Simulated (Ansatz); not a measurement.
# Simulated XPS, UPS and emission spectra of AgSbH2C2N2F6, part 3 of 4

Wanted: projected DOS of AgSbH2C2N2F6, weighted into photoemission and X-ray emission spectra, at several levels of theory. Spin–orbit coupling is left out of the bands throughout.

Ansatz 0.2.0; DFT, LDA, plane-wave PAW, default files, scalar-relativistic (the session's first sound run).

So far, gap on the path (eV): step 2 (self-consistent run, DOS and bands, LDA) 2.78; step 3 (with r²SCAN, r2SCAN) 3.34.

## (4) With RPBE

This step: DFT, RPBE, plane-wave PAW, default files, scalar-relativistic (Ansatz 0.2.0).

The run is repeated with RPBE on the same cell, to see how much the levels hang on the functional.

The input, input.yaml:

```yaml
crystal:
  lattice:
    - [5.320154, 0.0, 0.0]
    - [0.0, 12.526935, 0.0]
    - [0.0, 0.0, 7.010653]
  atoms:
    - { symbol: Sb, position: [0.0, 0.0, 0.0] }
    - { symbol: Sb, position: [0.5, 0.5, 0.5] }
    - { symbol: Ag, position: [0.5, 0.0, 0.5] }
    - { symbol: Ag, position: [0.0, 0.5, 0.0] }
    - { symbol: F, position: [0.200525, 0.930762, 0.807556] }
    - { symbol: F, position: [0.799475, 0.069238, 0.807556] }
    - { symbol: F, position: [0.700525, 0.569238, 0.692444] }
    - { symbol: F, position: [0.299475, 0.430762, 0.692444] }
    - { symbol: F, position: [0.799475, 0.069238, 0.192444] }
    - { symbol: F, position: [0.200525, 0.930762, 0.192444] }
    - { symbol: F, position: [0.299475, 0.430762, 0.307556] }
    - { symbol: F, position: [0.700525, 0.569238, 0.307556] }
    - { symbol: F, position: [0.77598, 0.878896, 0.0] }
    - { symbol: F, position: [0.22402, 0.121104, 0.0] }
    - { symbol: F, position: [0.27598, 0.621104, 0.5] }
    - { symbol: F, position: [0.72402, 0.378896, 0.5] }
    - { symbol: "N", position: [0.714024, 0.859858, 0.5] }
    - { symbol: "N", position: [0.285976, 0.140142, 0.5] }
    - { symbol: "N", position: [0.214024, 0.640142, 0.0] }
    - { symbol: "N", position: [0.785976, 0.359858, 0.0] }
    - { symbol: C, position: [0.854259, 0.789418, 0.5] }
    - { symbol: C, position: [0.145741, 0.210582, 0.5] }
    - { symbol: C, position: [0.354259, 0.710582, 0.0] }
    - { symbol: C, position: [0.645741, 0.289418, 0.0] }
    - { symbol: H, position: [0.977731, 0.72072, 0.5] }
    - { symbol: H, position: [0.022269, 0.27928, 0.5] }
    - { symbol: H, position: [0.477731, 0.77928, 0.0] }
    - { symbol: H, position: [0.522269, 0.22072, 0.0] }
kpoints:
  mp_grid: { grid: [4, 2, 4] }
  band_path:
    path:
      - [0.0, 0.0, 0.0]
      - [0.5, 0.0, 0.0]
      - [0.5, 0.5, 0.0]
      - [0.0, 0.5, 0.0]
      - [0.0, 0.0, 0.0]
      - [0.0, 0.0, 0.5]
      - [0.5, 0.0, 0.5]
      - [0.5, 0.5, 0.5]
      - [0.0, 0.5, 0.5]
      - [0.0, 0.0, 0.5]
    npoints: 6
scf:
  occupations: { method: fermi_dirac, width: 0.02 }
  n_extra_bands: 40
hamiltonian:
  xc: rpbe
  pseudopotentials: { kind: paw }
output:
  forces: true
  stress: true
  dos:
    projected:
      site_lists:
        Sb1: [0, 1]
        Ag3: [2, 3]
        F5: [4, 5, 6, 7, 8, 9, 10, 11]
        F13: [12, 13, 14, 15]
        N17: [16, 17, 18, 19]
        C21: [20, 21, 22, 23]
        H25: [24, 25, 26, 27]
    de: 0.05
    e_range: [-30, 12]
    nscf_kmesh: { grid: [8, 4, 6] }
  fatbands: true
```

On the command line:

```console
> ansatz run input.yaml --threads 4 --pin off --max-ram 8192MiB --backend cpu --events-out ev --progress --plain --runs-dir out
```

Numbers of over 12 decimals in the logs are rounded to 6 here.

What it wrote:

```text
[...]
Crystal: 28 atoms, lattice volume = 467.227 Å³
Basis set: ecut = 420 eV, 9123 PW (Γ), exchange–correlation on 72×180×96 points (8 copies of the dense FFT grid, shifted against one another)
Bands: 136, of which v1, the nominal top of the filled ones, is band 96 counted from 1 (95 counted from 0)
Symmetry: 8 space group operations
[...]
k-points: 18 of 32
[...]
SCF iter   1: F=—  HF=-40522.433863 eV  |F-HF|=—  |Δ(HF+E_count)|=         —  Δρ=6.15e-3  dr2=2.61e-1  ethr=1.77e-3  ⟨swp⟩=5.0  Hψ=9753  notcnv=0  defer=381
[...]
SCF iter   9: F=-40522.389774 eV  HF=-40522.389774 eV  |F-HF|=6.00e-8  |Δ(HF+E_count)|=   3.99e-7  Δρ=5.31e-6  dr2=9.06e-8  ethr=5.21e-11  ⟨swp⟩=14.4  Hψ=14969  notcnv=0
SCF 1 converged in 9 iterations: F = -40522.389774 eV  dr2 = 9.06e-8
[...]
SCF converged after 9 iterations
Free energy (F): -40522.389774 eV
[...]
Internal energy: -40522.389774 eV  (E = F + TS)
E sigma→0 (E₀):  -40522.389774 eV
Fermi energy:    2.577987 eV
[...]
--- Forces (eV/Å), atoms counted from 1 ---
  atom   1  Sb     0.00000000     0.00000000     0.00000000
  atom   2  Sb     0.00000000     0.00000000     0.00000000
  atom   3  Ag     0.00000000     0.00000000     0.00000000
  atom   4  Ag     0.00000000     0.00000000     0.00000000
  atom   5  F      0.01663930    -0.07554240    -0.08311022
  atom   6  F     -0.01663930     0.07554240    -0.08311022
  atom   7  F      0.01663930     0.07554240     0.08311022
  atom   8  F     -0.01663930    -0.07554240     0.08311022
  atom   9  F     -0.01663930     0.07554240     0.08311022
  atom  10  F      0.01663930    -0.07554240     0.08311022
  atom  11  F     -0.01663930    -0.07554240    -0.08311022
  atom  12  F      0.01663930     0.07554240    -0.08311022
  atom  13  F     -0.08953687    -0.11366320     0.00000000
  atom  14  F      0.08953687     0.11366320     0.00000000
  atom  15  F     -0.08953687     0.11366320     0.00000000
  atom  16  F      0.08953687    -0.11366320     0.00000000
  atom  17  N      0.23080407    -0.25397643     0.00000000
  atom  18  N     -0.23080407     0.25397643     0.00000000
  atom  19  N      0.23080407     0.25397643     0.00000000
  atom  20  N     -0.23080407    -0.25397643     0.00000000
  atom  21  C     -0.20179515     0.00385952     0.00000000
  atom  22  C      0.20179515    -0.00385952     0.00000000
  atom  23  C     -0.20179515    -0.00385952     0.00000000
  atom  24  C      0.20179515     0.00385952     0.00000000
  atom  25  H      0.07527765     0.05790892     0.00000000
  atom  26  H     -0.07527765    -0.05790892     0.00000000
  atom  27  H      0.07527765    -0.05790892     0.00000000
  atom  28  H     -0.07527765     0.05790892     0.00000000
  max |Σ_I F_I| component: 2.78e-17 eV/Å
--- Stress (GPa, compression-positive) ---
        2.099566       0.000000       0.000000
        0.000000       1.748869       0.000000
        0.000000       0.000000       2.367416
  P = ⅓ Tr σ = 2.0720 GPa (20.720 kbar)
--- Band table (eV; the first three rows and the last of 18) ---
  k-point 0: bands = [... 92 lower, 0.0049, 0.0087, 0.8771, 0.9416, 4.0645, 4.1332, 5.3094, 5.5938, ... 36 higher]
  k-point 1: bands = [... 92 lower, -0.0444, -0.0412, 0.9483, 0.9927, 4.0648, 4.1175, 5.3694, 5.5668, ... 36 higher]
  k-point 2: bands = [... 92 lower, -0.0935, -0.0935, 1.0314, 1.0314, 4.0826, 4.0826, 5.4843, 5.4843, ... 36 higher]
  k-point 17: bands = [... 92 lower, -0.0902, -0.0902, 1.0874, 1.0874, 4.3234, 4.3234, 5.6036, 5.6036, ... 36 higher]
```

Run time: 88 s. Hardware: 4 threads of INTEL XEON PLATINUM 8581C at 2.10GHz (Emerald Rapids), shared host; peak memory 2.7 GiB; 5.8 min of CPU time.

This step gave:

```
free energy                                    : -40522.3898 eV
Fermi energy                                   : 2.578 eV
pressure                                       : 2.072 GPa
gap on the k-mesh                              : 2.977 eV
share of occupied states in no projected shell : 0.0073 of the occupied states in the window
gap on the path                                : 2.977 eV
least direct gap on the path                   : 3.042 eV
```

The electronic bands at the labelled points (eV, zero at the valence-band maximum; v1 is the highest filled band, c1 the lowest empty one):

| point | v4 | v3 | v2 | v1 | c1 | c2 | c3 | c4 |
| --- | --- | --- | --- | --- | --- | --- | --- | --- |
| Γ | -1.08 | -1.08 | -0.21 | -0.15 | 2.98 | 3.05 | 4.22 | 4.51 |
| halfway | -1.10 | -1.09 | -0.12 | -0.12 | 3.04 | 3.06 | 4.44 | 4.56 |
| X | -1.11 | -1.11 | -0.07 | -0.07 | 3.10 | 3.10 | 4.56 | 4.56 |
| halfway | -1.11 | -1.11 | -0.07 | -0.07 | 3.10 | 3.10 | 4.57 | 4.57 |
| S | -1.11 | -1.11 | -0.07 | -0.07 | 3.10 | 3.10 | 4.58 | 4.58 |
| halfway | -1.10 | -1.10 | -0.12 | -0.12 | 3.05 | 3.05 | 4.55 | 4.55 |
| Y | -1.08 | -1.08 | -0.18 | -0.18 | 3.01 | 3.01 | 4.36 | 4.36 |
| halfway | -1.08 | -1.08 | -0.20 | -0.15 | 2.99 | 3.04 | 4.26 | 4.46 |
| Γ | -1.08 | -1.08 | -0.21 | -0.15 | 2.98 | 3.05 | 4.22 | 4.51 |
| halfway | -1.13 | -1.13 | -0.14 | -0.10 | 2.98 | 3.03 | 4.28 | 4.48 |
| Z | -1.18 | -1.18 | -0.06 | -0.06 | 3.00 | 3.00 | 4.40 | 4.40 |
| halfway | -1.18 | -1.18 | -0.03 | -0.03 | 3.12 | 3.12 | 4.54 | 4.54 |
| U | -1.18 | -1.18 | 0.00 | 0.00 | 3.24 | 3.24 | 4.51 | 4.51 |
| halfway | -1.18 | -1.18 | 0.00 | 0.00 | 3.24 | 3.24 | 4.51 | 4.51 |
| R | -1.18 | -1.18 | 0.00 | 0.00 | 3.24 | 3.24 | 4.52 | 4.52 |
| halfway | -1.18 | -1.18 | -0.03 | -0.03 | 3.11 | 3.11 | 4.49 | 4.49 |
| T | -1.18 | -1.18 | -0.06 | -0.06 | 3.00 | 3.00 | 4.36 | 4.36 |
| halfway | -1.18 | -1.18 | -0.06 | -0.06 | 3.00 | 3.00 | 4.38 | 4.38 |
| Z | -1.18 | -1.18 | -0.06 | -0.06 | 3.00 | 3.00 | 4.40 | 4.40 |

Of the projections kept (Sb s, Sb p, Ag s, Ag d, F p, N s, N p, C s, C p, H s, not projected), the largest for each band there; the rest of the weight can lie on other orbitals:

| point | v4 | v3 | v2 | v1 | c1 | c2 | c3 | c4 |
| --- | --- | --- | --- | --- | --- | --- | --- | --- |
| Γ | Ag d 0.90 | Ag d 0.89 | Ag d 0.67 | Ag d 0.66 | Sb s 0.44 | Sb s 0.45 | C p 0.50 | C p 0.51 |
| X | Ag d 0.91 | Ag d 0.91 | Ag d 0.69 | Ag d 0.69 | Sb s 0.50 | Sb s 0.50 | C p 0.53 | C p 0.53 |
| S | Ag d 0.91 | Ag d 0.91 | Ag d 0.69 | Ag d 0.69 | Sb s 0.50 | Sb s 0.50 | C p 0.53 | C p 0.53 |
| Y | Ag d 0.90 | Ag d 0.90 | Ag d 0.67 | Ag d 0.67 | Sb s 0.44 | Sb s 0.44 | C p 0.50 | C p 0.50 |
| Γ | Ag d 0.90 | Ag d 0.89 | Ag d 0.67 | Ag d 0.66 | Sb s 0.44 | Sb s 0.45 | C p 0.50 | C p 0.51 |
| Z | Ag d 0.95 | Ag d 0.95 | Ag d 0.68 | Ag d 0.68 | Sb s 0.50 | Sb s 0.50 | C p 0.52 | C p 0.52 |

The DOS has structure finer than the step of the table below, so its rows give means over 1 eV, whole bins alone (the curve runs from -24.9 to 11.9 eV). Peaks (eV: height): total -22.6: 80, -21.8: 80, -3.1: 88.1, -1.3: 120; F 2p -5.7: 58.8, -3.7: 56.4, -3.1: 72.8, -2.6: 72.3; Ag 4d -1.3: 107, -1.1: 36.6, 0.0: 16.7; N 2p -6.4: 10.6, -4.9: 15.0, -3.4: 11.9, 5.1: 18.9; C 2p -17.5: 12.5, -8.9: 10.7, 4.6: 12.2, 5.1: 25.0.

* holds the states left over by the projection beside any projected weight of its own. The DOS by E, zero at the valence-band maximum; means over each step; 7 of 14 lines; values in states/eV/cell:

| E (eV) | total | F 2p | Ag 4d | N 2p | C 2p | H 1s | C 2s |
| --- | --- | --- | --- | --- | --- | --- | --- |
| -24 | 0.650 | 0.0138 | 1.6e-4 | 1.4e-4 | 6.7e-4 | 0.00129 | 0 |
| -23 | 15.4 | 0.147 | 0.00323 | 0.00125 | 0.00736 | 0.0211 | 1.4e-4 |
| -22 | 8.00 | 0.00627 | 0.00204 | 3.8e-4 | 0.00270 | 0.0131 | 6.6e-5 |
| -21 | 0 | 0 | 0 | 0 | 0 | 0 | 0 |
| -20 | 0 | 0 | 0 | 0 | 0 | 0 | 0 |
| -19 | 0 | 0 | 0 | 0 | 0 | 0 | 0 |
| -18 | 5.30 | 3.2e-4 | 0.0185 | 0.501 | 0.827 | 0.108 | 1.29 |
| -17 | 2.70 | 1.6e-4 | 0.00945 | 0.255 | 0.421 | 0.0548 | 0.658 |
| -16 | 0 | 0 | 0 | 0 | 0 | 0 | 0 |
| -15 | 0 | 0 | 0 | 0 | 0 | 0 | 0 |
| -14 | 0 | 0 | 0 | 0 | 0 | 0 | 0 |
| -13 | 0 | 0 | 0 | 0 | 0 | 0 | 0 |
| -12 | 0 | 0 | 0 | 0 | 0 | 0 | 0 |
| -11 | 0 | 0 | 0 | 0 | 0 | 0 | 0 |
| -10 | 0 | 0 | 0 | 0 | 0 | 0 | 0 |
| -9 | 12.0 | 2.22 | 0.0759 | 0.362 | 2.54 | 2.26 | 2.00 |
| -8 | 0 | 0 | 0 | 0 | 0 | 0 | 0 |
| -7 | 0.398 | 0.0268 | 0.0736 | 0.171 | 0.0315 | 0.0197 | 1.7e-4 |
| -6 | 15.6 | 9.67 | 0.775 | 1.76 | 0.384 | 0.200 | 0.0539 |
| -5 | 4 | 0.223 | 0.00137 | 2.40 | 0.217 | 0.156 | 0.00179 |
| -4 | 30.3 | 20.6 | 0.913 | 4.81 | 3.34 | 0.00287 | 0.0451 |
| -3 | 41.7 | 33.8 | 0.643 | 4.16 | 2.61 | 0.00119 | 0.0122 |
| -2 | 0 | 0 | 0 | 0 | 0 | 0 | 0 |
| -1 | 16.0 | 0.427 | 14.4 | 0.269 | 0.892 | 1.9e-4 | 7.6e-4 |
| 0 | 4.00 | 0.196 | 2.71 | 0.304 | 0.0127 | 0.0141 | 0.00825 |
| 1 | 0 | 0 | 0 | 0 | 0 | 0 | 0 |
| 2 | 0 | 0 | 0 | 0 | 0 | 0 | 0 |
| 3 | 4.00 | 1.60 | 0.0409 | 0.0330 | 0.0315 | 0.0338 | 0.0247 |
| 4 | 2.11 | 0.0137 | 0.00232 | 0.743 | 1.08 | 0.00159 | 0.00297 |
| 5 | 13.9 | 0.0722 | 0.158 | 5.25 | 7.16 | 0.00558 | 0.00791 |
| 6 | 4.00 | 0.148 | 0.136 | 0.177 | 0.132 | 0.114 | 0.122 |
| 7 | 3.55 | 0.241 | 0.00391 | 0.0575 | 0.0760 | 0.343 | 0.237 |
| 8 | 10.5 | 0.742 | 0.0100 | 0.166 | 0.214 | 0.715 | 0.617 |
| 9 | 9.33 | 0.627 | 0.00694 | 0.141 | 0.127 | 0.731 | 0.800 |
| 10 | 11.4 | 0.465 | 0.00531 | 0.159 | 0.192 | 1.20 | 0.618 |
| 11 | 8.86 | 0.0611 | 0.00367 | 0.111 | 0.176 | 0.519 | 0.235 |

Maxima picked by a test of local sharpness, so broad peaks and shoulders can be missing; peaks within 0.45 eV of a curve's cut are left out. Valence peaks, by row:

| photon energy (eV) | binding energy (eV) | height (% of the maximum within 13 eV) | main shell | its share (%) |
| --- | --- | --- | --- | --- |
| 21.2 | 5.757 | 29.44 | F 2p | 79.41 |
| 21.2 | 4.957 | 17.61 | N 2p | 65.08 |
| 21.2 | 3.307 | 100 | F 2p | 62.5 |
| 21.2 | 1.307 | 39.69 | Ag 4d | 79.13 |
| 21.2 | 0.05745 | 10.05 | Ag 4d | 69.56 |
| 40.8 | 22.66 | 4.205 | F 2s | 90.89 |
| 40.8 | 17.56 | 6.682 | N 2s | 37.62 |
| 40.8 | 8.957 | 11.73 | F 2p | 36.14 |
| 40.8 | 5.757 | 32.3 | F 2p | 88.23 |
| 40.8 | 5.007 | 13.7 | N 2p | 48.62 |
| 40.8 | 3.257 | 100 | F 2p | 78.02 |
| 40.8 | 1.257 | 99.39 | Ag 4d | 94.64 |
| 40.8 | 0.05745 | 23.57 | Ag 4d | 88.6 |
| 1487 | 22.61 | 34.97 | F 2s | 94.52 |
| 1487 | 17.56 | 6.176 | N 2s | 69.39 |
| 1487 | 9.007 | 6.455 | Sb 5s | 30.5 |
| 1487 | 5.757 | 8.905 | F 2p | 33.65 |
| 1487 | 3.707 | 14.72 | F 2p | 45.4 |
| 1487 | 1.257 | 100 | Ag 4d | 99.51 |
| 1487 | 0.05745 | 23.53 | Ag 4d | 93.89 |
| 5415 | 22.66 | 65.64 | F 2s | 91.44 |
| 5415 | 17.56 | 9.451 | N 2s | 69.52 |
| 5415 | 9.057 | 17.77 | Sb 5s | 64.34 |
| 5415 | 5.757 | 15.5 | Sb 5p | 52.41 |
| 5415 | 3.707 | 12.22 | Ag 4d | 47.35 |
| 5415 | 1.257 | 100 | Ag 4d | 99.39 |
| 5415 | 0.05745 | 26.64 | Ag 4d | 82.85 |

Spectra as before, but with a recipe of its own (widths, and in some runs the light), which changes peak heights and what is resolved: Gaussian 0.45 eV, Lorentzian 0.1 eV plus 0.03 times the binding energy, unpolarised light, analyser at 90°, Fermi edge at 77 K; some photon energies differ too.

Side by side:

| quantity | this run | base run | difference |
| --- | --- | --- | --- |
| gap on the path (eV) | 2.9765 | 2.7758 | 0.201 |
| least direct gap on the path (eV) | 3.0422 | 2.8415 | 0.201 |
| gap on the k-mesh (eV) | 2.9769 | 2.7808 | 0.196 |

One result that differs is the gap on the path, 2.98 eV against 2.78 eV.

At this level the gap is 2.98 eV on the path.

(Part 3 of 4 ends here.)

[Logs are printed without paths, hosts, clocks, repeated set-up lines and the standing remarks that a program may print on its own settings, such as how far it seeks lower states.]

[Hosts, paths, dates, database ids (printed as entryN), source tags and the programs' standing remarks are cut or masked in the printed files.]

[Maps of the electrostatic potential energy from Ansatz leave out the sawtooth potential of an applied field or a dipole correction, so their vacuum need not be flat; work functions include it.]

[Peak lists hold at most the 14 tallest peaks of each spectrum; further lines can be left out.]
